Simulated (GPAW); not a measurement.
# The basis that the transmission of a Ag chain with one Zn atom in line needs, part 2 of 2

Aim: T(E), conductance and thermopower of a Ag chain with one Zn atom in line, and what cheaper settings cost in accuracy.

GPAW 26.7.0; GPAW LCAO, PAW setups; Landauer transmission from Green's functions with principal layers (ASE), zero bias.

So far, transmission at the Fermi level (one spin): step 2 (GPAW, dzp, PBE, GPAW) 0.982; step 3 (basis szp(dzp), PBE, GPAW) 0.983; step 4 (basis sz(dzp), PBE, GPAW) 0.982; step 5 (LDA) 0.979.

## 8. Grid spacing 0.22: h = 0.22

The real-space grid carries density and potential; a coarse one breaks translation symmetry along the lead and scatters electrons that should pass.

This step: GPAW LCAO, PAW setups; Landauer transmission from Green's functions with principal layers (ASE), zero bias (GPAW 26.7.0).

run.py reads:

```python
import json
import numpy as np
from ase import Atoms
from ase.transport.calculators import TransportCalculator
from gpaw import GPAW, FermiDirac
from gpaw.lcao.tools import get_lcao_hamiltonian
from scipy.linalg import eigh

# The junction with lead layers at both ends, along the third cell vector
device = Atoms(
    ['Ag', 'Ag', 'Ag', 'Ag', 'Ag', 'Ag', 'Zn', 'Ag', 'Ag', 'Ag', 'Ag', 'Ag', 'Ag'],
    positions=[
        [4.50000, 4.50000, 1.33000],
        [4.50000, 4.50000, 3.99000],
        [4.50000, 4.50000, 6.65000],
        [4.50000, 4.50000, 9.31000],
        [4.50000, 4.50000, 11.97000],
        [4.50000, 4.50000, 14.63000],
        [4.50000, 4.50000, 17.23480],
        [4.50000, 4.50000, 19.83960],
        [4.50000, 4.50000, 22.49960],
        [4.50000, 4.50000, 25.15960],
        [4.50000, 4.50000, 27.81960],
        [4.50000, 4.50000, 30.47960],
        [4.50000, 4.50000, 33.13960]],
    cell=[[9.0, 0.0, 0.0], [0.0, 9.0, 0.0], [0.0, 0.0, 34.4696]],
    pbc=True)

# One principal layer of the lead: the first 4 atoms of the device
lead = Atoms(
    ['Ag', 'Ag', 'Ag', 'Ag'],
    positions=[
        [4.50000, 4.50000, 1.33000],
        [4.50000, 4.50000, 3.99000],
        [4.50000, 4.50000, 6.65000],
        [4.50000, 4.50000, 9.31000]],
    cell=[[9.0, 0.0, 0.0], [0.0, 9.0, 0.0], [0.0, 0.0, 10.64]],
    pbc=True)

settings = dict(mode='lcao', basis='dzp', xc='PBE', h=0.22,
                occupations=FermiDirac(0.1), maxiter=250,
                mixer=dict(beta=0.1, nmaxold=8, weight=100.0),
                convergence=dict(density=0.0001))
energies = np.arange(-2, 2 + 1e-9, 0.05)
eta = 0.0001
n1, n2 = 1, 1
# k and -k transmit alike, so half of the mesh across the current serves
mesh = [(i, j) for i in range(n1) for j in range(n2) if (i, j) <= (-i % n1, -j % n2)]
weights = np.array([1 if (i, j) == (-i % n1, -j % n2) else 2 for i, j in mesh]) / (n1 * n2)

# [... helper functions left out ...]
fermi_lead = ground_state(lead, (1, 1, 11), 'lead.txt')
fermi_device = ground_state(device, (1, 1, 3), 'device.txt')
# [... loop over the mesh left out, but for ...]
        # Shift the lead onto the potential of the device's first layer
        shift = ((H[:, 0, 0] - H0[:, 0, 0]) / S0[0, 0]).real.mean()
# [...]
kT = 8.617333e-5 * 200
bias = [0.1, 0.2, 0.5, 1.0, 1.5, 2.0]
# [... integrals and printing left out ...]
```

Command:

```bash
$ OMP_NUM_THREADS=1 OPENBLAS_NUM_THREADS=1 python run.py
```

The program printed:

```text
basis functions: device 345, principal layer 108
Fermi level: lead -3.7852 eV, device -3.6686 eV; lead shifted by -0.0027 eV
largest coupling past the next layer 3.56e-05 eV, largest misfit of the first layer 0.046 eV
  E-E_F (eV)   T (one spin)  [channel counts left out]
    -2.000    5.0130e-01
    -1.950    3.2278e-01
    -1.900    1.9108e-01
    -1.850    1.0512e-01
    -1.800    5.3376e-02
    -1.750    2.4720e-02
    -1.700    1.0093e-02
    -1.650    3.0644e-03
    -1.600    3.6148e-08
    -1.550    1.7903e-08
    -1.500    1.7990e-08
    -1.450    1.8160e-08
    -1.400    1.8382e-08
    -1.350    1.8651e-08
    -1.300    1.8951e-08
    -1.250    1.9209e-08
[...]
1.650    9.7965e-01
     1.700    9.7722e-01
     1.750    9.7464e-01
     1.800    9.7186e-01
     1.850    9.6891e-01
     1.900    9.6578e-01
     1.950    9.6243e-01
     2.000    9.5886e-01
conductance at 200 K: 0.98147 G0 a cell; thermopower -0.1882 uV/K
current from the zero-bias T(E) at 0.1 V: 7.6041 uA
current from the zero-bias T(E) at 0.2 V: 15.206 uA
current from the zero-bias T(E) at 0.5 V: 37.979 uA
current from the zero-bias T(E) at 1.0 V: 75.657 uA
current from the zero-bias T(E) at 1.5 V: 112.7 uA
current from the zero-bias T(E) at 2.0 V: 149.14 uA
```

Run time: 56 s. Hardware: 1 thread of Arm Neoverse V2, shared host; peak memory 1 GiB.

This step gave:

- conductance: 0.9815 G₀
- largest coupling past the next principal layer: 3.56e-5 eV
- largest misfit of the first principal layer: 0.04559 eV
- shift that aligns the lead: -0.002734 eV
- transmission at the Fermi level (one spin): 0.9815

One spin. Transmission, zone mean against energy, zero at the Fermi level:

| energy (eV) | transmission, zone mean |
| --- | --- |
| -2.00 | 0.501 |
| -1.85 | 0.105 |
| -1.70 | 0.0101 |
| -1.60 | 3.6e-8 |
| -1.45 | 1.8e-8 |
| -1.30 | 1.9e-8 |
| -1.15 | 1.6e-8 |
| -1.05 | 0.984 |
| -0.90 | 0.877 |
| -0.75 | 0.895 |
| -0.60 | 0.920 |
| -0.50 | 0.937 |
| -0.35 | 0.957 |
| -0.20 | 0.971 |
| -0.05 | 0.980 |
| 0.00 | 0.982 |
| 0.05 | 0.983 |
| 0.20 | 0.988 |
| 0.35 | 0.991 |
| 0.50 | 0.995 |
| 0.60 | 0.996 |
| 0.75 | 0.998 |
| 0.85 | 0.999 |
| 0.90 | 0.999 |
| 1.05 | 0.998 |
| 1.15 | 0.996 |
| 1.30 | 0.993 |
| 1.45 | 0.988 |
| 1.60 | 0.982 |
| 1.70 | 0.977 |
| 1.85 | 0.969 |
| 2.00 | 0.959 |

Not self-consistent under bias; the bias window is split evenly. The current through one cell, from the zero-bias transmission by bias:

| bias (V) | current through one cell, from the zero-bias transmission (μA) |
| --- | --- |
| 0.100 | 7.60 |
| 0.200 | 15.2 |
| 0.500 | 38.0 |
| 1.000 | 75.7 |
| 1.500 | 113 |
| 2.000 | 149 |

Table of transmission of the three most open eigenchannels by energy, zero at the Fermi level:

| energy (eV) | channel 1 | channel 2 | channel 3 |
| --- | --- | --- | --- |
| -2.00 | 0.494 | 0.00389 | 0.00389 |
| -1.90 | 0.188 | 0.00176 | 0.00176 |
| -1.80 | 0.0528 | 2.6e-4 | 2.6e-4 |
| -1.70 | 0.0101 | 1.7e-8 | 1.1e-12 |
| -1.55 | 1.8e-8 | 1.1e-12 | 1.1e-12 |
| -1.45 | 1.8e-8 | 1.1e-12 | 1.1e-12 |
| -1.35 | 1.9e-8 | 1.1e-12 | 1.1e-12 |
| -1.25 | 1.9e-8 | 1.0e-12 | 1.0e-12 |
| -1.15 | 1.6e-8 | 7.0e-11 | 1.0e-12 |
| -1.05 | 0.984 | 2.8e-6 | 6.4e-12 |
| -0.90 | 0.877 | 1.0e-8 | 1.0e-12 |
| -0.80 | 0.887 | 1.3e-8 | 1.0e-12 |
| -0.70 | 0.903 | 1.4e-8 | 0 |
| -0.60 | 0.920 | 1.5e-8 | 0 |
| -0.50 | 0.937 | 1.5e-8 | 0 |
| -0.40 | 0.951 | 1.6e-8 | 0 |
| -0.25 | 0.967 | 1.6e-8 | 0 |
| -0.15 | 0.974 | 1.6e-8 | 0 |
| -0.05 | 0.980 | 1.6e-8 | 0 |
| 0.00 | 0.982 | 1.6e-8 | 0 |
| 0.05 | 0.983 | 1.6e-8 | 0 |
| 0.15 | 0.986 | 1.7e-8 | 0 |
| 0.25 | 0.989 | 1.7e-8 | 0 |
| 0.40 | 0.992 | 1.7e-8 | 0 |
| 0.50 | 0.995 | 1.7e-8 | 0 |
| 0.60 | 0.996 | 1.7e-8 | 0 |
| 0.70 | 0.998 | 1.7e-8 | 0 |
| 0.80 | 0.999 | 1.7e-8 | 0 |
| 0.90 | 0.999 | 1.7e-8 | 0 |
| 1.05 | 0.998 | 1.7e-8 | 0 |
| 1.15 | 0.996 | 1.7e-8 | 0 |
| 1.25 | 0.994 | 1.7e-8 | 0 |
| 1.35 | 0.991 | 1.7e-8 | 0 |
| 1.45 | 0.988 | 1.7e-8 | 0 |
| 1.55 | 0.984 | 1.7e-8 | 0 |
| 1.70 | 0.977 | 1.7e-8 | 0 |
| 1.80 | 0.972 | 1.7e-8 | 0 |
| 1.90 | 0.966 | 1.7e-8 | 0 |
| 2.00 | 0.959 | 1.6e-8 | 0 |

The conductance equals that of the dzp run to 0.2 %.

## 9. SCF mesh 1×1×1

The SCF mesh sets the Fermi level of the repeated cell.

Edit run.py of step 8 so:

```diff
@@ -39,3 +39,3 @@
 
-settings = dict(mode='lcao', basis='dzp', xc='PBE', h=0.22,
+settings = dict(mode='lcao', basis='dzp', xc='PBE', h=0.2,
                 occupations=FermiDirac(0.1), maxiter=250,
@@ -52,3 +52,3 @@
 fermi_lead = ground_state(lead, (1, 1, 11), 'lead.txt')
-fermi_device = ground_state(device, (1, 1, 3), 'device.txt')
+fermi_device = ground_state(device, (1, 1, 1), 'device.txt')
 # [... loop over the mesh left out, but for ...]
```

The program printed:

```text
basis functions: device 345, principal layer 108
Fermi level: lead -3.7843 eV, device -3.6247 eV; lead shifted by -0.0415 eV
largest coupling past the next layer 3.56e-05 eV, largest misfit of the first layer 0.040 eV
  E-E_F (eV)   T (one spin)  [channel counts left out]
    -2.000    3.5047e-01
    -1.950    2.1169e-01
    -1.900    1.1848e-01
    -1.850    6.1136e-02
    -1.800    2.8648e-02
    -1.750    1.2145e-02
    -1.700    4.1782e-03
    -1.650    4.1440e-04
    -1.600    1.7908e-08
    -1.550    1.7962e-08
    -1.500    1.8117e-08
    -1.450    1.8327e-08
    -1.400    1.8584e-08
    -1.350    1.8877e-08
    -1.300    1.9153e-08
    -1.250    1.9158e-08
[...]
1.650    9.7726e-01
     1.700    9.7464e-01
     1.750    9.7184e-01
     1.800    9.6887e-01
     1.850    9.6571e-01
     1.900    9.6234e-01
     1.950    9.5876e-01
     2.000    9.5494e-01
conductance at 200 K: 0.98202 G0 a cell; thermopower -0.1851 uV/K
current from the zero-bias T(E) at 0.1 V: 7.6084 uA
current from the zero-bias T(E) at 0.2 V: 15.215 uA
current from the zero-bias T(E) at 0.5 V: 38.008 uA
current from the zero-bias T(E) at 1.0 V: 75.751 uA
current from the zero-bias T(E) at 1.5 V: 112.89 uA
current from the zero-bias T(E) at 2.0 V: 149.45 uA
```

It took 58 s on 1 thread; peak memory 1.3 GiB.

The run finished with changed settings (scf_mesh = [1, 1, 1]); it serves as a test.

The two runs compared:

| quantity | this run | sound run | difference |
| --- | --- | --- | --- |
| conductance (G₀) | 0.98202 | 0.98144 | 5.8e-4 |
| largest misfit of the first principal layer (eV) | 0.039813 | 0.045830 | -0.00602 |
| shift that aligns the lead (eV) | -0.041491 | -0.0026376 | -0.0389 |
| transmission at the Fermi level (one spin) | 0.98208 | 0.98151 | 5.7e-4 |

The two runs differ clearly in the shift that aligns the lead: -0.0415 eV against -0.00264 eV.

## 10. Results

- conductance: 0.981 G₀
- transmission at the Fermi level, mean of the spins: 0.982
- thermopower: about 0 (under 1.5 μV/K)

In the dzp basis the junction conducts 0.981 G₀ at 200 K, with T = 0.982 a spin at the Fermi level; the sz basis reaches that conductance within 10 %. At the Fermi level one eigenchannel carries the current (0.98). Measured against the first run (dzp), the nearest curve is that of szp (r.m.s. 0.0069) and the farthest that of dzp-LDA (0.12). Over the compared runs wall time goes from 34 s (sz) to 67 s (dzp), on a shared host. The geometry was built from estimated bond lengths and not relaxed, so the numbers describe this model structure. An evenly spaced straight chain is an idealisation: free chains tend to dimerise, zigzag or, where a band edge lies near the Fermi level, turn magnetic. The currents use the zero-bias T(E) throughout, which holds only while the bias is small against the distance to the nearest feature. The energy step is wider than the thermal energy, so the conductance and thermopower rest on interpolation of T(E).

[Logs are printed without paths, hosts, clocks, repeated set-up lines and the standing remarks that a program may print on its own settings, such as how far it seeks lower states.]

[Hosts, paths, dates, database ids (printed as entryN), source tags and the programs' standing remarks are cut or masked in the printed files.]
